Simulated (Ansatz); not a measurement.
## The perfect W wire along [100], 24 atoms a period

Aim: is the W wire along [100], 24 atoms a period a metal or a semiconductor?

Main program and level: Ansatz 0.2.0; DFT PBE, plane waves, PAW; relaxation of a wire's period; PAW set soft_1, in the first sound run; inputs show where later runs differ.

## Step 1: The structure

The cell holds 24 atoms: 24 W. Cell: a = 16.310 Å, b = 16.310 Å, c = 3.170 Å, α = 90.0°, β = 90.0°, γ = 90.0°. Vacuum lies along a and b. The structure's axis is c.

## Step 2: Relaxing the period

Band widths follow the bond lengths, so the wire is relaxed first. The atoms and the third cell vector are free; the box across stays fixed as vacuum. A Fermi-Dirac smearing is set since the result may be a metal. The pressure printed is a third of the stress's trace over the whole box, vacuum included; only the stress along the axis is relaxed.

Input file input.yaml:

```yaml
crystal:
  lattice:
    - [16.31, 0.0, 0.0]
    - [0.0, 16.31, 0.0]
    - [0.0, 0.0, 3.17]
  atoms:
    - { symbol: W, position: [0.208461067, 0.305640711, 0.0] }
    - { symbol: W, position: [0.208461067, 0.5, 0.0] }
    - { symbol: W, position: [0.208461067, 0.694359289, 0.0] }
    - { symbol: W, position: [0.402820356, 0.305640711, 0.0] }
    - { symbol: W, position: [0.402820356, 0.5, 0.0] }
    - { symbol: W, position: [0.402820356, 0.694359289, 0.0] }
    - { symbol: W, position: [0.597179644, 0.305640711, 0.0] }
    - { symbol: W, position: [0.597179644, 0.5, 0.0] }
    - { symbol: W, position: [0.597179644, 0.694359289, 0.0] }
    - { symbol: W, position: [0.791538933, 0.305640711, 0.0] }
    - { symbol: W, position: [0.791538933, 0.5, 0.0] }
    - { symbol: W, position: [0.791538933, 0.694359289, 0.0] }
    - { symbol: W, position: [0.305640711, 0.208461067, 0.5] }
    - { symbol: W, position: [0.305640711, 0.402820356, 0.5] }
    - { symbol: W, position: [0.305640711, 0.597179644, 0.5] }
    - { symbol: W, position: [0.305640711, 0.791538933, 0.5] }
    - { symbol: W, position: [0.5, 0.208461067, 0.5] }
    - { symbol: W, position: [0.5, 0.402820356, 0.5] }
    - { symbol: W, position: [0.5, 0.597179644, 0.5] }
    - { symbol: W, position: [0.5, 0.791538933, 0.5] }
    - { symbol: W, position: [0.694359289, 0.208461067, 0.5] }
    - { symbol: W, position: [0.694359289, 0.402820356, 0.5] }
    - { symbol: W, position: [0.694359289, 0.597179644, 0.5] }
    - { symbol: W, position: [0.694359289, 0.791538933, 0.5] }
kpoints:
  mp_grid: { grid: [1, 1, 26] }
scf:
  occupations: { method: fermi_dirac, width: 0.05 }
hamiltonian:
  xc: pbe
  pseudopotentials: { kind: paw, azcp: { folder: soft_1 } }
relax:
  cell: { fix: [a, b, alpha, beta, gamma] }
  max_steps: 45
  f_tol: 0.03
```

Launch:

```
$ ansatz run input.yaml --threads 4 --pin off --max-ram 16384MiB --backend cpu --events-out ev --progress --plain --runs-dir out
```

Numbers of over 12 decimals in the logs are rounded to 6 here.

The program printed:

```text
Engine: ansatz 0.2.0, x86_64-unknown-linux-gnu
Pseudopotentials: kind: paw
Pseudopotential: W, paw, valence charge 14, recommended cutoff 420 eV (normal), soft_1/W.paw.azcp
Functional definition: PBE
  parameter kappa = 0.804
  parameter beta = 0.066725
  exchange = pbe_x(kappa = kappa, mu = beta*pi^2/3)
  correlation = pbe_c(beta = beta)
Crystal: 24 atoms, lattice volume = 843.271 Å³
Basis set: ecut = 420 eV, 16483 PW (Γ), exchange–correlation on 240×240×48 points (8 copies of the dense FFT grid, shifted against one another)
Bands: 202, of which v1, the nominal top of the filled ones, is band 168 counted from 1 (167 counted from 0)
Symmetry: 16 space group operations
Space group: P42/mmc (ITA 131), of the structure as read, at distance tolerance 9.4e-5 Å
k-points: 14 of 26
Non-local potential: W, projectors of the file, l = 0: 3, l = 1: 2, l = 2: 2, l = 3: 1
PAW form: soft (Blöchl's): semilocal exchange-correlation on the pseudo side does not see the compensation charge
PAW one-centre angular grid: W, 590 points (default); XC on 64 Gauss nodes
Initial density: superposition of atomic densities (neutral atoms: chi_scale 0, normalization atom)
Initial wavefunctions: pseudopotential atomic-orbital guess
Functional: x = pbe(κ = 0.804, μ = 0.219515), c = pbe(β = 0.066725)
SCF iter   1: F=—  HF=-249250.077960 eV  |F-HF|=—  |Δ(HF+E_count)|=         —  Δρ=5.63e-2  dr2=2.64e2  ethr=3.10e-3  ⟨swp⟩=9.4  Hψ=12398  notcnv=0
preconditioner: auto → LDOS  [metal: Δε(μ)=0.010 eV  Ē_g=4.710 eV  σ=0.050 eV  W_gap=0.05  n_scr=186 (ndim 8)  ℏωp=15.3 eV  f_vac=0.385  D(μ)=21.03/eV (n_scr^D=114)  β→1.0]
SCF iter   2: F=—  HF=-249242.338496 eV  |F-HF|=—  |Δ(HF+E_count)|=    7.74e0  Δρ=5.08e-2  dr2=1.76e2  ethr=3.10e-3  ⟨swp⟩=6.0  Hψ=8760  notcnv=0  defer=104
SCF iter   3: F=—  HF=-249229.328534 eV  |F-HF|=—  |Δ(HF+E_count)|=    1.30e1  Δρ=1.01e-2  dr2=5.58e0  ethr=3.10e-3  ⟨swp⟩=4.6  Hψ=7373  notcnv=0  defer=63
SCF iter   4: F=—  HF=-249228.717680 eV  |F-HF|=—  |Δ(HF+E_count)|=   6.11e-1  Δρ=3.01e-3  dr2=3.35e-1  ethr=1.66e-3  ⟨swp⟩=2.3  Hψ=4002  notcnv=0  defer=74
SCF iter   5: F=—  HF=-249228.702011 eV  |F-HF|=—  |Δ(HF+E_count)|=   1.57e-2  Δρ=1.07e-3  dr2=3.18e-2  ethr=9.96e-5  ⟨swp⟩=3.2  Hψ=4403  notcnv=0  defer=75
SCF iter   6: F=—  HF=-249228.701089 eV  |F-HF|=—  |Δ(HF+E_count)|=   9.22e-4  Δρ=3.70e-4  dr2=2.31e-3  ethr=9.45e-6  ⟨swp⟩=2.4  Hψ=3819  notcnv=0  defer=75
SCF iter   7: F=—  HF=-249228.700860 eV  |F-HF|=—  |Δ(HF+E_count)|=   2.29e-4  Δρ=1.04e-4  dr2=2.28e-4  ethr=6.87e-7  ⟨swp⟩=3.9  Hψ=6298  notcnv=0  defer=75
SCF iter   8: F=—  HF=-249228.700906 eV  |F-HF|=—  |Δ(HF+E_count)|=   4.58e-5  Δρ=4.75e-5  dr2=7.29e-5  ethr=6.78e-8  ⟨swp⟩=2.3  Hψ=4192  notcnv=0  defer=75
SCF iter   9: F=—  HF=-249228.700920 eV  |F-HF|=—  |Δ(HF+E_count)|=   1.41e-5  Δρ=1.56e-5  dr2=4.64e-6  ethr=2.17e-8  ⟨swp⟩=2.0  Hψ=3872  notcnv=0  defer=75
SCF iter  10: F=—  HF=-249228.700923 eV  |F-HF|=—  |Δ(HF+E_count)|=   2.60e-6  Δρ=5.07e-6  dr2=5.30e-7  ethr=1.38e-9  ⟨swp⟩=2.6  Hψ=4151  notcnv=0  defer=75
SCF iter  11: F=-249228.700923 eV  HF=-249228.700923 eV  |F-HF|=2.01e-8  |Δ(HF+E_count)|=   2.35e-7  Δρ=1.99e-6  dr2=7.81e-8  ethr=2.98e-11  ⟨swp⟩=5.6  Hψ=10189  notcnv=0
SCF 1 converged in 11 iterations: F = -249228.700923 eV  dr2 = 7.81e-8
  greatest PAW one-centre occupation: 0.999 electrons in one spin orbital (limit 2), on the W atom at site 21 (counted from 0), in its partial waves of l = 0
relax step   1: F+E_penalty+E_count = -249228.70092306 eV  Δ(F+E_penalty+E_count) = +0.000e0 eV  max|allowed force component| = 2.917e0 eV/Å  Δτ_max = 0.0000 Å  P = -7.747 GPa  Ω = 843.271 Å³  fix = [a, b, alpha, beta, gamma]  reactions: a -7.118, b -7.118 GPa  (11 SCF iters, dr2 threshold 1.00e-7 eV, accepted)
Crystal: 24 atoms, lattice volume = 811.981 Å³
Basis set: ecut = 420 eV, 15803 PW (Γ), exchange–correlation on 240×240×48 points (8 copies of the dense FFT grid, shifted against one another)
Initial density: handed on by an earlier stage of this run
Initial wavefunctions: those handed on with the density
iter 1 solved again at ethr=1.78e-3 eV; its pass at ethr=3.10e-3 eV (dr2=5.97e0 eV) is discarded
SCF iter   1: F=—  HF=-249232.274889 eV  |F-HF|=—  |Δ(HF+E_count)|=         —  Δρ=1.85e-2  dr2=6.00e0  ethr=1.78e-3  ⟨swp⟩=2.5  Hψ=17120  notcnv=0  defer=1
preconditioner: auto → LDOS  [metal: Δε(μ)=0.054 eV  Ē_g=4.526 eV  σ=0.050 eV  W_gap=0.26  n_scr=170 (ndim 8)  ℏωp=15.6 eV  f_vac=0.420  D(μ)=17.38/eV (n_scr^D=88)  β→1.0]
SCF iter   2: F=—  HF=-249231.978164 eV  |F-HF|=—  |Δ(HF+E_count)|=   2.97e-1  Δρ=1.07e-2  dr2=3.65e0  ethr=1.78e-3  ⟨swp⟩=4.0  Hψ=6081  notcnv=0  defer=40
SCF iter   3: F=—  HF=-249231.386110 eV  |F-HF|=—  |Δ(HF+E_count)|=   5.92e-1  Δρ=2.41e-3  dr2=1.57e-1  ethr=1.09e-3  ⟨swp⟩=3.0  Hψ=4632  notcnv=0  defer=137
SCF iter   4: F=—  HF=-249231.360128 eV  |F-HF|=—  |Δ(HF+E_count)|=   2.60e-2  Δρ=7.56e-4  dr2=8.72e-3  ethr=4.68e-5  ⟨swp⟩=3.0  Hψ=5665  notcnv=0  defer=143
SCF iter   5: F=—  HF=-249231.360863 eV  |F-HF|=—  |Δ(HF+E_count)|=   7.34e-4  Δρ=2.82e-4  dr2=1.15e-3  ethr=2.60e-6  ⟨swp⟩=2.7  Hψ=4705  notcnv=0  defer=143
SCF iter   6: F=—  HF=-249231.361204 eV  |F-HF|=—  |Δ(HF+E_count)|=   3.41e-4  Δρ=9.95e-5  dr2=1.21e-4  ethr=3.43e-7  ⟨swp⟩=2.9  Hψ=5132  notcnv=0  defer=143
SCF iter   7: F=—  HF=-249231.361300 eV  |F-HF|=—  |Δ(HF+E_count)|=   9.62e-5  Δρ=3.73e-5  dr2=2.35e-5  ethr=3.60e-8  ⟨swp⟩=2.5  Hψ=4517  notcnv=0  defer=143
SCF iter   8: F=-249231.361306 eV  HF=-249231.361306 eV  |F-HF|=3.41e-7  |Δ(HF+E_count)|=   5.71e-6  Δρ=1.15e-5  dr2=2.01e-6  ethr=7.14e-10  ⟨swp⟩=3.9  Hψ=12335  notcnv=0
SCF 2 converged in 8 iterations: F = -249231.361306 eV  dr2 = 2.01e-6
  greatest PAW one-centre occupation: 0.999 electrons in one spin orbital (limit 2), on the W atom at site 22 (counted from 0), in its partial waves of l = 0
relax step   2: F+E_penalty+E_count = -249231.36130569 eV  Δ(F+E_penalty+E_count) = -2.660e0 eV  max|allowed force component| = 1.835e0 eV/Å  Δτ_max = 0.1950 Å  P = +4.683 GPa  Ω = 811.981 Å³  energy of the carried Pulay correction = +7.227e-3 eV  fix = [a, b, alpha, beta, gamma]  reactions: a +3.926, b +3.926 GPa  (8 SCF iters, dr2 threshold 2.40e-6 eV, accepted)
Crystal: 24 atoms, lattice volume = 815.294 Å³
Basis set: ecut = 420 eV, 15891 PW (Γ), exchange–correlation on 240×240×48 points (8 copies of the dense FFT grid, shifted against one another)
iter 1 solved again at ethr=4.13e-4 eV; its pass at ethr=3.10e-3 eV (dr2=1.39e0 eV) is discarded
[...]
relax step   5: F+E_penalty+E_count = -249232.29118699 eV  Δ(F+E_penalty+E_count) = -1.204e-1 eV  max|allowed force component| = 3.733e-2 eV/Å  Δτ_max = 0.0422 Å  P = -0.060 GPa  Ω = 825.639 Å³  energy of the carried Pulay correction = +4.039e-3 eV  fix = [a, b, alpha, beta, gamma]  reactions: a -0.075, b -0.075 GPa  (7 SCF iters, dr2 threshold 2.40e-6 eV, accepted)
[...]
relax step   6: F+E_penalty+E_count = -249232.29237578 eV  Δ(F+E_penalty+E_count) = -1.189e-3 eV  max|allowed force component| = 6.042e-3 eV/Å  Δτ_max = 0.0036 Å  P = -0.111 GPa  Ω = 825.255 Å³  energy of the carried Pulay correction = +4.128e-3 eV  fix = [a, b, alpha, beta, gamma]  reactions: a -0.160, b -0.160 GPa  (6 SCF iters, dr2 threshold 8.71e-8 eV, accepted)
Initial wavefunctions: pseudopotential atomic-orbital guess (no wavefunctions were taken with the density)
iter 1 solved again at ethr=7.54e-7 eV; its pass at ethr=3.10e-3 eV (dr2=2.53e-3 eV) is discarded
SCF iter   1: F=—  HF=-249232.288152 eV  |F-HF|=—  |Δ(HF+E_count)|=         —  Δρ=4.45e-5  dr2=2.23e-6  ethr=7.54e-7  ⟨swp⟩=4.4  Hψ=20609  notcnv=0
eigensolver tolerance schedule: the retry pair's looser diagonalisation over-reported the residual by 1137.47 of it (diagonalisation noise at 0.38 of the residual, at the tolerance the schedule requests for it); recorded, not acted on — ethr = c·dr2/N_el stays at c = 1.0e-1
preconditioner: auto → LDOS  [metal: Δε(μ)=0.012 eV  Ē_g=4.289 eV  σ=0.050 eV  W_gap=0.06  n_scr=178 (ndim 8)  ℏωp=15.5 eV  f_vac=0.411  D(μ)=20.05/eV (n_scr^D=106)  β→1.0]
SCF iter   2: F=—  HF=-249232.288177 eV  |F-HF|=—  |Δ(HF+E_count)|=   2.49e-5  Δρ=5.16e-6  dr2=2.10e-7  ethr=6.62e-10  ⟨swp⟩=3.5  Hψ=6405  notcnv=0
SCF iter   3: F=—  HF=-249232.288177 eV  |F-HF|=—  |Δ(HF+E_count)|=   1.98e-8  Δρ=2.34e-6  dr2=1.39e-7  ethr=6.24e-11  ⟨swp⟩=2.8  Hψ=5638  notcnv=0
SCF iter   4: F=—  HF=-249232.288177 eV  |F-HF|=—  |Δ(HF+E_count)|=   2.70e-8  Δρ=8.32e-7  dr2=5.21e-9  ethr=4.13e-11  ⟨swp⟩=2.5  Hψ=4373  notcnv=0
SCF iter   5: F=—  HF=-249232.288177 eV  |F-HF|=—  |Δ(HF+E_count)|=   1.72e-9  Δρ=2.18e-7  dr2=7.87e-10  ethr=1.55e-12  ⟨swp⟩=3.3  Hψ=6082  notcnv=0
SCF iter   6: F=-249232.288177 eV  HF=-249232.288177 eV  |F-HF|=5.82e-11  |Δ(HF+E_count)|=  1.16e-10  Δρ=9.15e-8  dr2=1.50e-10  ethr=1.00e-12  ⟨swp⟩=5.1  Hψ=10183  notcnv=0
SCF 7 converged in 6 iterations: F = -249232.288177 eV  dr2 = 1.50e-10
relax step   7: F+E_penalty+E_count = -249232.28817663 eV  Δ(F+E_penalty+E_count) = +4.199e-3 eV  max|allowed force component| = 6.142e-3 eV/Å  Δτ_max = 0.0000 Å  P = -0.111 GPa  Ω = 825.255 Å³  fix = [a, b, alpha, beta, gamma]  reactions: a -0.158, b -0.158 GPa  stress off target by 1.54e-2 GPa on what of the cell is left free  SCF on the basis re-selected at this cell (its energy is not comparable with the rows above)  (6 SCF iters)
basis re-selected at this cell: Δ(F+E_penalty+E_count) = +4.199e-3 eV, ΔP = +0.000 GPa vs the last step (what re-selecting the basis moved, of the pressure what is left beyond the Pulay correction that the steps carried, after the strain that the cell walked since its last selection, with what the two solves' SCF thresholds leave and, on support functions, any second-order correction that the steps lacked; it is no m [...]
SCF converged after 6 iterations
Free energy (F): -249232.288177 eV
Harris-Foulkes:  -249232.288177 eV  (|F-HF|=5.82e-11)
Internal energy: -249232.123619 eV  (E = F + TS)
E sigma→0 (E₀):  -249232.205898 eV
Entropy (-TS):   -0.164558 eV (-6.857 meV/atom)
Fermi energy:    8.260787 eV
--- Per-component energies (eV) ---
  E_band       = -6680.808933
  E_kinetic    = 10114.078426
  E_local      = -152569.336142  (includes V_loc(G=0)·N_el)
  E_nonlocal   = -592.580863
  E_hartree    = 72894.378813
  E_xc         = -6398.455079
  E_vxc        = -5516.312315  (∫ρ·V_xc dr)
  E_paw        = -205872.148878  (= ΣΔE_a)
  E_vpaw       = -3905.419336  (= ΣTr[D̂ρ^β])
  E_aug_tail   = 0.003577  (compensation charges beyond the density's cutoff)
  E_ewald      = 33191.936529
  E_smearing   = -0.164558  (= −TS)
  E_closure    = 0.000000  (closes the sum)
  Σ components = -249232.288177   (vs F -249232.288177, Δ=0.00e0)
--- Forces (eV/Å), atoms counted from 1 ---
  atom   1  W     -0.00248222    -0.00299214     0.00000000
  atom   2  W      0.00089277     0.00000000     0.00000000
  atom   3  W     -0.00248222     0.00299214     0.00000000
  atom   4  W     -0.00044394     0.00614152     0.00000000
  atom   5  W      0.00321282     0.00000000     0.00000000
  atom   6  W     -0.00044394    -0.00614152     0.00000000
  atom   7  W      0.00044394     0.00614152     0.00000000
  atom   8  W     -0.00321282     0.00000000     0.00000000
  atom   9  W      0.00044394    -0.00614152     0.00000000
  atom  10  W      0.00248222    -0.00299214     0.00000000
  atom  11  W     -0.00089277     0.00000000     0.00000000
  atom  12  W      0.00248222     0.00299214     0.00000000
  atom  13  W     -0.00299214    -0.00248222     0.00000000
  atom  14  W      0.00614152    -0.00044394     0.00000000
  atom  15  W      0.00614152     0.00044394     0.00000000
  atom  16  W     -0.00299214     0.00248222     0.00000000
  atom  17  W      0.00000000     0.00089277     0.00000000
  atom  18  W      0.00000000     0.00321282     0.00000000
  atom  19  W      0.00000000    -0.00321282     0.00000000
  atom  20  W      0.00000000    -0.00089277     0.00000000
  atom  21  W      0.00299214    -0.00248222     0.00000000
  atom  22  W     -0.00614152    -0.00044394     0.00000000
  atom  23  W     -0.00614152     0.00044394     0.00000000
  atom  24  W      0.00299214     0.00248222     0.00000000
  max |Σ_I F_I| component: 3.04e-18 eV/Å
--- Stress (GPa, compression-positive) ---
       -0.158082       0.000000       0.000000
        0.000000      -0.158082       0.000000
        0.000000       0.000000      -0.015365
  P = ⅓ Tr σ = -0.1105 GPa (-1.105 kbar)
--- Relaxed structure (6 steps of the walk, 6 accepted, 1 SCFs on fresh bases) ---
  F+E_penalty+E_count = -249232.28817663 eV   max|allowed force component| = 6.142e-3 eV/Å   (the final SCF, on the basis selected at the relaxed cell)
  cell:  # Å, volume = 825.2552 Å³
    - [16.31, 0.0, 0.0]
    - [0.0, 16.31, 0.0]
    - [0.0, 0.0, 3.102275]
  atoms:
    - { symbol: W, position: [0.216529, 0.299826, 0.0] }
    - { symbol: W, position: [0.213757, 0.5, 0.0] }
    - { symbol: W, position: [0.216529, 0.700174, 0.0] }
    - { symbol: W, position: [0.403489, 0.302748, 0.0] }
    - { symbol: W, position: [0.403526, 0.5, 0.0] }
    - { symbol: W, position: [0.403489, 0.697252, 0.0] }
    - { symbol: W, position: [0.596511, 0.302748, 0.0] }
    - { symbol: W, position: [0.596474, 0.5, 0.0] }
    - { symbol: W, position: [0.596511, 0.697252, 0.0] }
    - { symbol: W, position: [0.783471, 0.299826, 0.0] }
    - { symbol: W, position: [0.786243, 0.5, 0.0] }
    - { symbol: W, position: [0.783471, 0.700174, 0.0] }
    - { symbol: W, position: [0.299826, 0.216529, 0.500000] }
    - { symbol: W, position: [0.302748, 0.403489, 0.500000] }
    - { symbol: W, position: [0.302748, 0.596511, 0.500000] }
    - { symbol: W, position: [0.299826, 0.783471, 0.500000] }
    - { symbol: W, position: [0.5, 0.213757, 0.500000] }
    - { symbol: W, position: [0.5, 0.403526, 0.500000] }
    - { symbol: W, position: [0.5, 0.596474, 0.500000] }
    - { symbol: W, position: [0.5, 0.786243, 0.500000] }
    - { symbol: W, position: [0.700174, 0.216529, 0.500000] }
    - { symbol: W, position: [0.697252, 0.403489, 0.500000] }
    - { symbol: W, position: [0.697252, 0.596511, 0.500000] }
    - { symbol: W, position: [0.700174, 0.783471, 0.500000] }
```

Run time: 4.4 min. Hardware: 4 threads of Intel Xeon Platinum 8488C (Sapphire Rapids), shared host; peak memory 4.2 GiB; 17 min of CPU time.

[end of part 1 of 2]

[Logs are printed without paths, hosts, clocks, repeated set-up lines and the standing remarks that a program may print on its own settings, such as how far it seeks lower states.]

[Hosts, paths, dates, database ids (printed as entryN), source tags and the programs' standing remarks are cut or masked in the printed files.]
